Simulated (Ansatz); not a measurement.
# InH (model cell, started as CsCl type): following an unstable mode

Wanted: the energy along a soft mode of InH (model cell, started as CsCl type) and the structure at the end.

Main program and level: Ansatz 0.2.0; DFT PBE, scalar-relativistic, plane waves, PAW.

This is a report of a sequence of runs, with most program output left out.

The structure was built from a prototype and need not be the compound's stable phase.

## 1. Starting point

Symmetry: Pm-3m, No. 221, cubic system. Conventional cell: a = 3.175 Å, b = 3.175 Å, c = 3.175 Å, α = 90.00°, β = 90.00°, γ = 90.00°. Nearest to In lie 8 H at 2.75 Å. Nearest to H lie 8 In at 2.75 Å. Farther neighbours are not listed.

## 2. Response at finite wavevector

The cell comes from relaxations at this level that are not shown. Stability and thermal properties need the whole zone. Linear response on a 4×4×4 q mesh gives force constants as far as a supercell of that size would.

File input.yaml:

```yaml
crystal:
  lattice:
    - [3.1749981601, 0.0, 0.0]
    - [0.0, 3.1749981601, 0.0]
    - [0.0, 0.0, 3.1749981601]
  atoms:
    - { symbol: In, position: [0.0, 0.0, 0.0] }
    - { symbol: H, position: [0.5, 0.5, 0.5] }
kpoints:
  mp_grid: { grid: [12, 12, 12] }
hamiltonian:
  xc: pbe
scf:
  occupations: { method: methfessel_paxton, width: 0.15 }
output:
  eigenvalues: true
phonons:
  method: dfpt
  qmesh: [4, 4, 4]
  temperatures: { t_max: 1000, t_step: 50 }
  qpath:
    path:
      - [[0.0, 0.0, 0.0], [0.0, 0.5, 0.0], [0.5, 0.5, 0.0], [0.0, 0.0, 0.0], [0.5, 0.5, 0.5], [0.0, 0.5, 0.0]]
      - [[0.5, 0.5, 0.5], [0.5, 0.5, 0.0]]
    npoints: 10
```

Run with:

```console
$ ansatz run input.yaml --threads 4 --pin off --max-ram 7168MiB --backend cpu --events-out ev --progress --plain --runs-dir out
```

The job ended after 2.2 min (4 threads of Arm Neoverse V1, shared host; peak memory 1.1 GiB; 8.5 min of CPU time).

Numbers from this step:

| Property | Result |
| --- | --- |
| volume per atom | 16.00 Å³ |
| gap on the k-mesh | 0 eV |
| sum-rule residual before enforcement | 8.20e-5 eV/Å² |
| lowest frequency on the path | -528.6 cm⁻¹ |
| point group | m-3m |
| highest frequency on the path or at a solved wavevector | 276.1 cm⁻¹ |
| highest optical mode at the zone centre (no LO-TO term) | -528.6 cm⁻¹ |
| lowest optical zone-centre mode | -528.6 cm⁻¹ |
| lowest mode on the q mesh (acoustic modes at Γ apart) | -528.6 cm⁻¹ |

Frequencies (cm⁻¹) solved at each irreducible wavevector; negative means imaginary. Frequencies by wavevector, by row:

```
q in reciprocal lattice units  star  mode 1  mode 2  mode 3  mode 4  mode 5  mode 6
                        0 0 0     1  -528.6  -528.6  -528.6       0       0       0
                     0 0 0.25     6  -317.4  -317.4     -82   -29.5   -29.5    89.2
                     0 0 -0.5     3  -147.1  -147.1     -61     -61   114.7   124.1
                  0 0.25 0.25    12  -402.9  -126.1    36.7    38.6    73.5   103.7
                  0 0.25 -0.5    12  -383.7  -208.1   -64.2    70.5   115.2   148.1
                  0 -0.5 -0.5     3  -396.7  -396.7   -67.7   107.7   107.7   276.1
               0.25 0.25 0.25     8  -274.5  -274.5    71.4      72      72   233.1
               0.25 0.25 -0.5    12  -315.1  -261.7  -179.2    40.6    68.3   109.2
               0.25 -0.5 -0.5     6  -360.9  -360.9  -170.9    26.4   101.8   101.8
               -0.5 -0.5 -0.5     1  -209.1  -209.1  -209.1    89.8    89.8    89.8
```

Interpolated from a 4×4×4 q mesh. Phonon branches along the path, in cm⁻¹:

| point | branch 1 | branch 2 | branch 3 | branch 4 | branch 5 | branch 6 |
| --- | --- | --- | --- | --- | --- | --- |
| Γ | -529 | -529 | -529 | 0 | 0 | 0 |
| halfway | -317 | -317 | -82 | -30 | -30 | 89 |
| X | -147 | -147 | -61 | -61 | 115 | 124 |
| halfway | -384 | -208 | -64 | 70 | 115 | 148 |
| M | -397 | -397 | -68 | 108 | 108 | 276 |
| halfway | -403 | -126 | 37 | 39 | 74 | 104 |
| Γ | -529 | -529 | -529 | 0 | 0 | 0 |
| halfway | -274 | -274 | 71 | 72 | 72 | 233 |
| R | -209 | -209 | -209 | 90 | 90 | 90 |
| halfway | -315 | -262 | -179 | 41 | 68 | 109 |
| X | -147 | -147 | -61 | -61 | 115 | 124 |
| jump to R | -209 | -209 | -209 | 90 | 90 | 90 |
| halfway | -361 | -361 | -171 | 26 | 102 | 102 |
| M | -397 | -397 | -68 | 108 | 108 | 276 |

Symmetry leaves 10 wavevectors to solve. The lowest mode among them, the acoustic zeros apart, lies at Γ and is imaginary, 528.6i cm⁻¹, so the energy falls along it.

## 3. The mode frozen in, largest atomic shift 0 Å

The mode followed lies at Γ with frequency 528.6i cm⁻¹ and is 3-fold degenerate, the softest among the wavevectors solved. At small amplitude the distorted cell has space group no. 38 by a symmetry search on the positions. The undistorted cell that holds it gives the zero of energy on the same k mesh.

input.yaml, the sections that differ from step 2:

```yaml
output:
  forces: true
  stress: true
  eigenvalues: true
# crystal, kpoints, hamiltonian, scf: as in step 2
# phonons: removed
```

Elapsed: 0.57 s, on 4 threads; peak memory 0.3 GiB.

Numbers from this step:

```yaml
pressure: -0.005335 GPa
energy_from_the_undistorted_cell: 0 meV/atom
```

The run ends at a pressure of -0.01 GPa.

## 4. The mode frozen in, largest atomic shift 0.6 Å

The atoms are moved along the unstable eigenvector, the largest shift by 0.6 Å, with the cell fixed.

input.yaml, the sections that differ from step 3:

```yaml
crystal:
  lattice:
    - [3.1749981601, 0.0, 0.0]
    - [0.0, 3.1749981601, 0.0]
    - [0.0, 0.0, 3.1749981601]
  atoms:
    - { symbol: In, position: [0.0, -0.0011731224, -0.0011731224] }
    - { symbol: H, position: [0.5, 0.6336265558, 0.6336265558] }
# kpoints, hamiltonian, scf, output: as in step 3
```

Wall time 2.8 s (4 threads); peak memory 0.42 GiB.

Numbers from this step:

| Property | Result |
| --- | --- |
| pressure | 1.214 GPa |
| energy from the undistorted cell | -66.48 meV/atom |

The energy, extrapolated to zero smearing, is -66.48 meV/atom against the undistorted cell.

The run ends at a pressure of 1.21 GPa, with forces up to 0.33 eV/Å.

## 5. Energy along the mode, all amplitudes (two of the runs are shown above)

An imaginary frequency means negative curvature, so the energy should fall and then rise again as anharmonic terms take over.

This step gave:

| Property | Result |
| --- | --- |
| depth at the lowest point sampled | 66.48 meV/atom |
| largest atomic shift at that point | 0.6 Å |

Energy from the parent against largest atomic shift:

```csv
largest atomic shift (Å),energy from the parent (meV/atom)
0.000,0
0.040,-0.422
0.080,-1.65
0.140,-4.83
0.220,-11.2
0.320,-22.5
0.450,-41.5
0.600,-66.5
```

Displacement at unit largest shift by atom:

```csv
atom,x (Å),y (Å),z (Å),size
In1,0.000,-0.006,-0.006,0.008
H2,0.000,0.707,0.707,1.000
```

The lowest of the steps tried is the last one, at 0.6 Å, 66.5 meV/atom below the parent; the bottom of the well need not coincide with a step.

## 6. Relaxing from the distorted cell

Starting from the lowest point found, all atoms and the cell are let go, so that strain and other modes of the same symmetry can join in.

input.yaml: that of step 4 with these lines changed.

```diff
@@ -18 +18,6 @@
   eigenvalues: true
+relax:
+  adjacent_minimum: "off"
+  f_tol: 0.002
+  max_steps: 120
+  cell: { stress_tol: 0.03 }
```

Run time: 77 s. Hardware: 4 threads; peak memory 0.47 GiB; 5 min of CPU time.

Step by step:

```csv
step,energy less that of the first step (eV),largest force component (eV/Å),pressure (GPa),volume (Å³)
1,0.0000,0.2353,1.21,32.01
2,-0.1109,0.1615,-0.35,35.19
3,-0.1442,0.1298,1.38,35.55
4,-0.1898,0.0008,0.08,35.88
5,-0.2060,0.0523,-0.26,35.48
6,-0.2152,0.0053,0.04,35.84
7,-0.2358,0.0129,-0.91,36.25
8,-0.2703,0.0235,-0.82,35.47
9,-0.3122,0.0225,1.16,34.00
10,-0.3309,0.0957,0.68,33.00
11,-0.3613,0.0095,-0.74,33.88
12,-0.3667,0.0032,-0.01,33.16
13,-0.3670,0.0062,0.21,32.63
14,-0.3678,0.0006,0.06,32.83
15,-0.3678,0.0002,-0.01,32.92
16,-0.3678,0.0000,0.00,32.93
17*,-0.3988,0.0000,1.46,32.93
18,-0.4083,0.0000,0.29,33.51
19,-0.4084,0.0018,0.21,33.45
20,-0.4090,0.0001,0.00,33.64
21,-0.4090,0.0000,0.00,33.63
22*,-0.4095,0.0000,0.00,33.63
```

Relaxation steps marked * repeat the geometry before them on a plane-wave basis chosen anew for their cell, so energy and pressure can jump there.

The run keeps the 4 symmetry operations that it works with, so distortions that break them were not tested.

```csv
cell as run,before,after,change
a (Å),3.175,3.902,+22.9 %
b (Å),3.175,3.154,-0.6 %
c (Å),3.175,3.154,-0.6 %
α (°),90.00,60.03,-33.3 %
volume (Å³/atom),16.00,16.82,+5.1 %
```

The atoms that moved most (Å, as changes of fractional coordinates times the final cell):

```
atom     dx      dy      dz  length
 In1  0.000  -0.705  -0.705   0.998
  H2  0.000   0.705   0.705   0.998
```

The relaxed structure:

```xyz
2
Lattice="3.9020 0.0000 0.0000 0.0000 3.0471 0.8158 0.0000 0.8158 3.0471" Properties=species:S:1:pos:R:3 pbc="T T T"
In    0.0000   -0.7099   -0.7099
H     1.9510    3.1530    3.1530
```

This step gave:

* pressure: 0.003900 GPa
* volume per atom: 16.82 Å³

The distorted start has space group Amm2; the relaxation ends in P6/mmm.

## 7. The new phase in its own primitive cell

The relaxed structure is symmetrised, reduced to its primitive cell and relaxed tightly, as its phonons need.

input.yaml, the sections that differ from step 6:

```yaml
crystal:
  lattice:
    - [3.1544148834, 0.0, 0.0]
    - [-1.5772074417, 2.7318034231, 0.0]
    - [0.0, 0.0, 3.9020351972]
  atoms:
    - { symbol: In, position: [0.0, 0.0, 0.0] }
    - { symbol: H, position: [0.0, 0.0, 0.5] }
kpoints:
  mp_grid: { grid: [15, 15, 10] }
relax:
  adjacent_minimum: "off"
  f_tol: 0.001
  max_steps: 60
  cell: { stress_tol: 0.01 }
# hamiltonian, scf, output: as in step 6
```

Wall time 4.5 s (4 threads); peak memory 0.37 GiB; 16 s of CPU time.

The steps of the relaxation:

```
step  energy less that of the first step (eV)  largest force component (eV/Å)  pressure (GPa)  volume (Å³)
   1                                   0.0000                          0.0000            0.24        33.62
   2                                   0.0000                          0.0000           -0.11        33.86
   3                                  -0.0001                          0.0000            0.00        33.78
  4*                                  -0.0002                          0.0000            0.00        33.78
```

Relaxation steps marked * repeat the geometry before them on a plane-wave basis chosen anew for their cell, so energy and pressure can jump there.

The run keeps the 24 symmetry operations that it works with, so distortions that break them were not tested.

| conventional cell, symmetrised | before | after | change |
| --- | --- | --- | --- |
| a (Å) | 3.154 | 3.157 | +0.1 % |
| b (Å) | 3.154 | 3.157 | +0.1 % |
| c (Å) | 3.902 | 3.913 | +0.3 % |
| volume (Å³/atom) | 16.81 | 16.89 | +0.4 % |

Final coordinates:

```
In H
1.0
     3.15707    0.00000    0.00000
    -1.57853    2.73410    0.00000
     0.00000    0.00000    3.91294
In H
1 1
Cartesian
  0.0000 0.0000 0.0000
  0.0000 0.0000 1.9565
```

Numbers from this step:

| Item | Value |
| --- | --- |
| pressure | 9.78e-4 GPa |
| volume per atom | 16.89 Å³ |

The forces vanish by symmetry and the pressure is 0.001 GPa, within the tolerances set. The cell now holds 16.89 Å³/atom.

## 8. Modes of the new phase, k-mesh 15×15×10

A relaxed structure may still be a saddle point, so its zone-centre modes are computed. No field response is asked, since the mesh shows no gap.

input.yaml, the sections that differ from step 7:

```yaml
crystal:
  lattice:
    - [3.1570658137, 0.0, 0.0]
    - [-1.5785329068, 2.734099196, 0.0]
    - [0.0, 0.0, 3.9129402732]
  atoms:
    - { symbol: In, position: [0.0, 0.0, 0.0] }
    - { symbol: H, position: [0.0, 0.0, 0.5] }
output:
  eigenvalues: true
phonons:
  method: dfpt
# kpoints, hamiltonian, scf: as in step 7
# relax: removed
```

Wall time 16 s (4 threads); peak memory 0.69 GiB.

Numbers from this step:

```
sum-rule residual before enforcement                    : 1.41e-5 eV/Å²
point group                                             : 6/mmm
highest optical mode at the zone centre (no LO-TO term) : 1222 cm⁻¹
lowest optical zone-centre mode                         : 346.1 cm⁻¹
```

Patterns of degenerate modes are one choice out of their space. The modes at Γ (shares of kinetic energy by element, %):

```
mode  frequency (cm⁻¹)  symmetry  In %  H %
   1               0.0  acoustic    99    1
   2               0.0  acoustic    99    1
   3               0.0  acoustic    99    1
   4             346.1       E1u     1   99
   5             346.1       E1u     1   99
   6            1222.3       A2u     1   99
```

Displacements in mode 5 (346.1 cm⁻¹), the largest set to 1:
```
In1  0.00 -0.01  0.00
H2   0.13  1.00  0.00
```

Displacements in mode 6 (1222.3 cm⁻¹), the largest set to 1:
```
In1  0.00  0.00 -0.01
H2   0.00  0.00  1.00
```

Before it was imposed, the acoustic sum rule was missed by 1.4e-5 eV/Å². Small misses are needed for a sound result but don't prove that mesh and cutoff are converged. The lowest optical mode is real, 346 cm⁻¹.

## 9. Summary of results

| Property | Result |
| --- | --- |
| unstable mode of the parent | q = (0, 0, 0), 529i cm⁻¹ |
| depth at the lowest point sampled | 66.5 meV/atom |
| largest atomic shift at that point | 0.6 Å |
| space group reached (within 0.01 Å) | P6/mmm |
| energy gained over the parent (first relaxation, on the mesh of the frozen mode) | 271 meV/atom |
| volume per atom, phase reached | 16.9 Å³ |
| lowest optical zone-centre mode, phase reached | 346 cm⁻¹ |
| highest optical mode at the zone centre (no LO-TO term), phase reached | 1222 cm⁻¹ |

Along this mode the structure falls into P6/mmm, 271 meV/atom below the parent. At the parent's cell the well is 66.48 meV/atom deep on the steps tried, with its lowest point at a shift of 0.6 Å. That is the last step tried, so the steps alone don't bracket the bottom of the well. Relaxing atoms and cell changes the gain by +204.75 meV/atom against the lowest step (energies at zero smearing). Most of the total comes from this relaxation. The new phase has no imaginary mode at the zone centre of its cell; other wavevectors were not checked. Of the 4 patterns followed to their end from this parent, this one reaches the lowest energy. Each path keeps the symmetry of its pattern, so a lower phase may lie along a pattern not tried. With no gap, or one that is small against the smearing, the frequencies hang on the k mesh and the smearing, most of all near Kohn anomalies. A phonon run warned that its eigensolver left some bands unconverged in a pass. The starting cell was built on a prototype and not taken from a measurement, so the phase need not exist.

[Logs are printed without paths, hosts, clocks, repeated set-up lines and the standing remarks that a program may print on its own settings, such as how far it seeks lower states.]

[Hosts, paths, dates, database ids (printed as entryN), source tags and the programs' standing remarks are cut or masked in the printed files.]
